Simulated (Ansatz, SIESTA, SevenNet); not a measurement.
# Random packing of 40Si3N4-60SiO2 (mol %) (69 atoms) in other programs, against a plane-wave reference

How near do other programs and methods come to a plane-wave reference for random packing of 40Si3N4-60SiO2 (mol %) (69 atoms)? A plane-wave run serves as the reference.

Main program and level: Ansatz 0.2.0; Kohn-Sham DFT, PBE, PAW, plane waves.

## 1. Starting point

The cell holds 69 atoms: 27 Si, 24 N and 18 O. Cell: a = 9.700 Å, b = 9.700 Å, c = 9.700 Å, α = 90.0°, β = 90.0°, γ = 90.0°. 69 atoms (27 Si, 24 N, 18 O) packed at random in a cube at 2.52 g/cm³ and pushed apart as soft spheres, cations and anions kept from their own kind; a start for melting by ab initio MD, not an equilibrated structure. Then every atom was moved at random, 0.03 Å r.m.s. a Cartesian component.

As a file:

```xyz
69
Lattice="9.7003 0.0000 0.0000 0.0000 9.7003 0.0000 0.0000 0.0000 9.7003" Properties=species:S:1:pos:R:3 pbc="T T T"
Si    2.3970    1.7390    4.2036
Si    7.1368    8.1936    4.0044
Si    2.2446    5.5512    1.2192
Si    9.2099    7.3366    1.7983
Si    1.5929    8.7054    4.3349
Si    6.4281    0.7875    5.5141
Si    0.5407    2.8079    5.7626
Si    4.4984    7.2012    4.2604
Si    4.5235    0.4753    2.5023
Si    4.3404    4.0040    3.0819
Si    1.5311    2.3806    0.6879
Si    4.3694    5.5625    9.3117
Si    2.0131    5.8771    4.3926
Si    7.1209    5.5520    0.2441
Si    9.2334    0.1482    0.4462
Si    7.6149    8.1587    7.0237
Si    7.2381    5.3783    6.6746
Si    6.5734    3.2264    1.8975
Si    6.2172    2.9308    7.2188
Si    3.0273    8.9269    9.6562
Si    6.9248    8.6698    9.5239
Si    7.0849    0.5383    1.9084
Si    3.4569    3.0513    6.1536
Si    9.4324    2.3910    8.1790
Si    1.2290    4.5495    8.6760
Si    9.0827    4.5223    1.7253
Si    3.1378    7.1536    7.2412
N     4.6133    8.4108    2.3379
N     2.6847    5.4899    8.5885
N     5.3507    1.3409    7.2651
N     0.3713    4.9492    4.1246
N     9.6366    7.1018    5.3563
N     1.5393    2.1973    7.1790
N     2.2863    4.7061    2.7387
N     3.8738    4.1931    0.8295
N     1.6065    9.2116    7.1760
N     8.5996    8.3940    8.6604
N     0.3650    8.0518    3.2196
N     8.2146    1.1603    8.6861
N     1.8686    7.3806    0.9370
N     9.1382    5.6012    0.2859
N     3.0771    2.0837    2.1894
N     7.7597    2.1001    6.1870
N     1.1260    0.2637    1.9193
N     7.2390    6.4026    4.4077
N     4.2559    6.7223    5.9038
N     4.4794    4.4343    6.6501
N     6.2408    7.0755    7.2340
N     4.2986    8.2244    8.1334
N     1.8567    5.5474    6.3939
N     0.7583    2.8105    2.9742
O     8.1542    3.5621    3.6624
O     4.1094    1.6693    4.7901
O     5.0586    5.6369    3.4272
O     6.2877    1.3362    3.9150
O     8.4242    9.2935    5.9391
O     2.4823    3.3674    4.7644
O     6.5878    4.4019    8.3489
O     0.9623    0.3676    5.1490
O     8.6212    2.5656    1.2604
O     9.2057    4.5532    7.3420
O     4.0659    3.0116    8.3953
O     4.6104    9.0517    6.0004
O     5.9415    0.8681    9.4956
O     3.1530    9.5024    4.0274
O     0.6623    7.1030    7.6986
O     6.7294    7.4978    1.1992
O     8.3006    0.4634    3.1247
O     2.7423    1.2847    8.9607
```

## 2. The reference run

The PAW files are the set soft_2.

The input, input.yaml:

```yaml
crystal:
  lattice:
    - [9.7003, 0.0, 0.0]
    - [0.0, 9.7003, 0.0]
    - [0.0, 0.0, 9.7003]
  atoms:
    - { symbol: Si, position: [0.24711, 0.17927, 0.43335] }
    - { symbol: Si, position: [0.73573, 0.84468, 0.41281] }
    - { symbol: Si, position: [0.2314, 0.57227, 0.12569] }
    - { symbol: Si, position: [0.94944, 0.75633, 0.18539] }
    [... 59 atom lines left out ...]
    - { symbol: O, position: [0.61251, 0.08949, 0.9789] }
    - { symbol: O, position: [0.32504, 0.9796, 0.41518] }
    - { symbol: O, position: [0.06828, 0.73225, 0.79365] }
    - { symbol: O, position: [0.69373, 0.77295, 0.12362] }
    - { symbol: O, position: [0.85571, 0.04777, 0.32212] }
    - { symbol: O, position: [0.2827, 0.13244, 0.92376] }
kpoints:
  mp_grid: { grid: [1, 1, 1] }
hamiltonian:
  xc: pbe
scf:
  occupations: { method: fermi_dirac, width: 0.05 }
output:
  forces: true
  eigenvalues: true
```

Started as:

```bash
$ ansatz run input.yaml --threads 4 --pin off --max-ram 15872MiB --backend cpu --events-out ev --progress --plain --runs-dir out
```

Standard output:

```text
[...]
Pseudopotentials: kind: paw
Pseudopotential: Si, paw, valence charge 4, recommended cutoff 420 eV (normal), Si.paw.azcp
Pseudopotential: N, paw, valence charge 5, recommended cutoff 420 eV (normal), N.paw.azcp
Pseudopotential: O, paw, valence charge 6, recommended cutoff 420 eV (normal), O.paw.azcp
[... 5 lines on functional and potentials left out ...]
Crystal: 69 atoms, lattice volume = 912.758 Å³
Basis set: ecut = 420 eV, 17845 PW (Γ), exchange–correlation on 144×144×144 points (8 copies of the dense FFT grid, shifted against one another)
Bands: 237, of which v1, the nominal top of the filled ones, is band 168 counted from 1 (167 counted from 0)
Symmetry: 1 space group operations
Space group: P1 (ITA 1), of the structure as read, at distance tolerance 9.7e-5 Å
k-points: 1
[... 7 lines on functional and potentials left out ...]
Initial density: superposition of atomic densities (neutral atoms: chi_scale 0, normalization atom), corrected by the library's trained network
Initial wavefunctions: pseudopotential atomic-orbital guess
[...]
SCF iter   1: F=—  HF=-36500.042972 eV  |F-HF|=—  |Δ(HF+E_count)|=         —  Δρ=1.67e-2  dr2=4.03e0  ethr=1.77e-3  ⟨swp⟩=6.0  Hψ=1046  notcnv=0
preconditioner: auto → Kerker (q_TF=auto, 2.310 Å⁻¹)  [metal: Δε(μ)=0.055 eV  Ē_g=9.523 eV  σ=0.050 eV  W_gap=0.26  n_scr=178 (ndim 8)  ℏωp=22.5 eV  f_vac=0.007  D(μ)=38.87/eV (n_scr^D=340)]
[...]
SCF iter  10: F=—  HF=-36499.712294 eV  |F-HF|=—  |Δ(HF+E_count)|=   1.05e-7  Δρ=3.15e-6  dr2=2.10e-7  ethr=4.73e-10  ⟨swp⟩=3.0  Hψ=360  notcnv=0  defer=44
SCF iter  11: F=-36499.712294 eV  HF=-36499.712294 eV  |F-HF|=1.41e-8  |Δ(HF+E_count)|=   1.44e-8  Δρ=1.66e-6  dr2=3.35e-8  ethr=2.98e-11  ⟨swp⟩=12.0  Hψ=1009  notcnv=0
SCF 1 converged in 11 iterations: F = -36499.712294 eV  dr2 = 3.35e-8
[...]
SCF converged after 11 iterations
Free energy (F): -36499.712294 eV
Harris-Foulkes:  -36499.712294 eV  (|F-HF|=1.41e-8)
Internal energy: -36499.351134 eV  (E = F + TS)
E sigma→0 (E₀):  -36499.531714 eV
Entropy (-TS):   -0.361160 eV (-5.234 meV/atom)
Fermi energy:    5.365704 eV
--- Per-component energies (eV) ---
[...]
Σ components = -36499.712294   (vs F -36499.712294, Δ=0.00e0)
--- Forces (eV/Å), atoms counted from 1 ---
  atom   1  Si     1.78305843    -2.40200330    -3.41679457
  atom   2  Si     1.05571618    -2.16075091     0.79720878
  atom   3  Si     1.50434176     1.30427354    -1.10650830
  atom   4  Si     2.35188574     1.36155480     0.58941934
[...]
atom  69  O     -0.80624742    -1.50331019     2.59162224
  max |Σ_I F_I| component: 2.61e-5 eV/Å
--- Band table (eV) ---
  k-point 0: bands = ["-16.0810", "-14.0681", "-14.0446", "-13.3331", [... 221 levels ...], "10.4106", "10.5857", "10.6400", "10.6759", "10.7751", "10.8667", "10.9563", "10.9948", "11.1522", "11.1967", "11.3534", "11.4375"]
```

Run time: 6.2 s. Hardware: 4 threads of Arm Neoverse V2, shared host; peak memory 1 GiB.

In the SCF lines HF is the Harris–Foulkes energy and dr2 the Hartree energy of the density residual, in eV; the loop may stop once dr2 is under the threshold and the program's other checks hold. Hψ counts applications of the Hamiltonian.

Numbers from this run:

```yaml
free_energy: -36499.7123 eV
free_energy_per_atom: -528.9813 eV/atom
scf_cycles: 11
r_m_s_force_component: 1.607 eV/Å
longest_force: 4.915 eV/Å
fermi_energy: 5.366 eV
levels_partly_filled_by_over_2_per_cent: 8
```

Length of the force by element and coordination:

| element | coordination | atoms | mean length of the force (eV/Å) | spread | least | most |
| --- | --- | --- | --- | --- | --- | --- |
| N | all | 24 | 2.55 | 1.11 | 0.837 | 4.67 |
| O | all | 18 | 2.90 | 0.976 | 1.67 | 4.91 |
| Si | all | 27 | 2.31 | 1.15 | 0.239 | 4.82 |

The levels nearest the highest filled one (over half full), pooled over k-points and spins:

| level less the highest filled one (eV) | occupation |
| --- | --- |
| -0.233 | 1.99 |
| -0.188 | 1.98 |
| -0.0962 | 1.86 |
| -0.0657 | 1.76 |
| -0.0321 | 1.58 |
| 0 | 1.32 |
| 0.0463 | 0.873 |
| 0.101 | 0.414 |
| 0.172 | 0.117 |
| 0.190 | 0.085 |
| 0.251 | 0.025 |
| 0.310 | 0.008 |

## 3. The ladder

The programs:
- SIESTA 5.4.2: numerical atomic orbitals, whose automatically made sets are far from complete, with PseudoDojo norm-conserving potentials that we converted to its format (checked against plane waves on the same files for H, C, O, Si, Ge and Ca alone); labels give functional, basis size, energy shift and mesh cutoff.
- SevenNet: machine-learned potential, published weights.

All use the same cell and atoms; the electronic-structure runs use the same k-mesh, and an electronic temperature of 580 K (0.05 eV) where levels are smeared.

Differences are against the plane-wave reference, forces as r.m.s. over components; share is that over the reference's r.m.s. force, slope the least-squares factor from reference forces to these. Total energies of different programs have different zeros and aren't compared.

| run | Δ force, r.m.s. (meV/Å) | share (%) | slope | cores | CPU time | memory (GiB) |
| --- | --- | --- | --- | --- | --- | --- |
| reference | - | - | - | 4 | 22 s | 1.00 |
| SIESTA PBE, DZP, shift 0.01 Ry, mesh 350 Ry | 223 | 13.9 | 0.941 | 4 | 7.1 min | 1.8 |
| SIESTA PBE, SZ, shift 0.02 Ry, mesh 350 Ry (coarse) | 1359 | 84.5 | 0.654 | 4 | 2.1 min | 1.0 |
| SevenNet 0 potential | 549 | 34.1 | 0.995 | 4 | 7.1 s | 0.86 |

Rows marked coarse use a setting chosen to be so.

Times of the machine-learned potentials are mostly Python's start and the loading of weights.

CPU time is summed over cores on a shared host, where runs went side by side, so it is rough. Symmetry, cutoffs, thresholds, outputs and thread counts weren't matched or tuned between programs; memory under MPI is the largest rank's times the ranks.

## 4. Outcome

```
reference r.m.s. force component                       : 1.61 eV/Å
nearest in forces                                      : SIESTA PBE, DZP, shift 0.01 Ry, mesh 350 Ry, 14 %
farthest in forces                                     : SIESTA PBE, SZ, shift 0.02 Ry, mesh 350 Ry (coarse), 85 %
cheapest electronic-structure run beside the reference : SIESTA PBE, SZ, shift 0.02 Ry, mesh 350 Ry, 2.1 min of CPU time
```

The PBE run in local orbitals, coarse settings apart, differs by 14 % (SIESTA PBE, DZP, shift 0.01 Ry, mesh 350 Ry); basis, grid and potentials can all enter. Machine-learned potentials differ by 34 % (SevenNet 0 potential); they were trained on other programs' data. Runs with settings chosen to be coarse differ by 85 % (SIESTA PBE, SZ, shift 0.02 Ry, mesh 350 Ry), their programs' other errors included. None of the electronic-structure runs in the table takes under half the reference's CPU time of 22 s; they take 5.9 to 19 times as much. In the reference: counting bands leaves a spacing of only 0.046 eV (at Γ alone), which the smearing bridges: 8 levels are partly filled by over 2 %, so a gap, if any, is small at this level. Machine-learned potentials mimic data converged in k, so the reference's own k-point error enters their differences. The electronic-structure runs sample only Γ, in a cell whose shortest periodic width is 10 Å, which is coarse for a cell with partly filled levels.

[Long decimals in the printed logs are rounded to 6 places.]

[Also dropped from logs without a mark: lines with file paths, logging warnings of Python, QE's lines on negative density and diagonalisation, SIESTA's first energy breakdown, zero terms and Voronoi charges.]

[Logs are printed without paths, hosts, clocks, repeated set-up lines and the standing remarks that a program may print on its own settings, such as how far it seeks lower states.]

[Hosts, paths, dates, database ids (printed as entryN), source tags and the programs' standing remarks are cut or masked in the printed files.]

[Not all failed runs are listed: runs killed by the host, ended in a Python traceback or in CONQUEST's support-function errors, and SIESTA runs with faulty potentials for Cu, Fe, Ni or Zn are left out.]
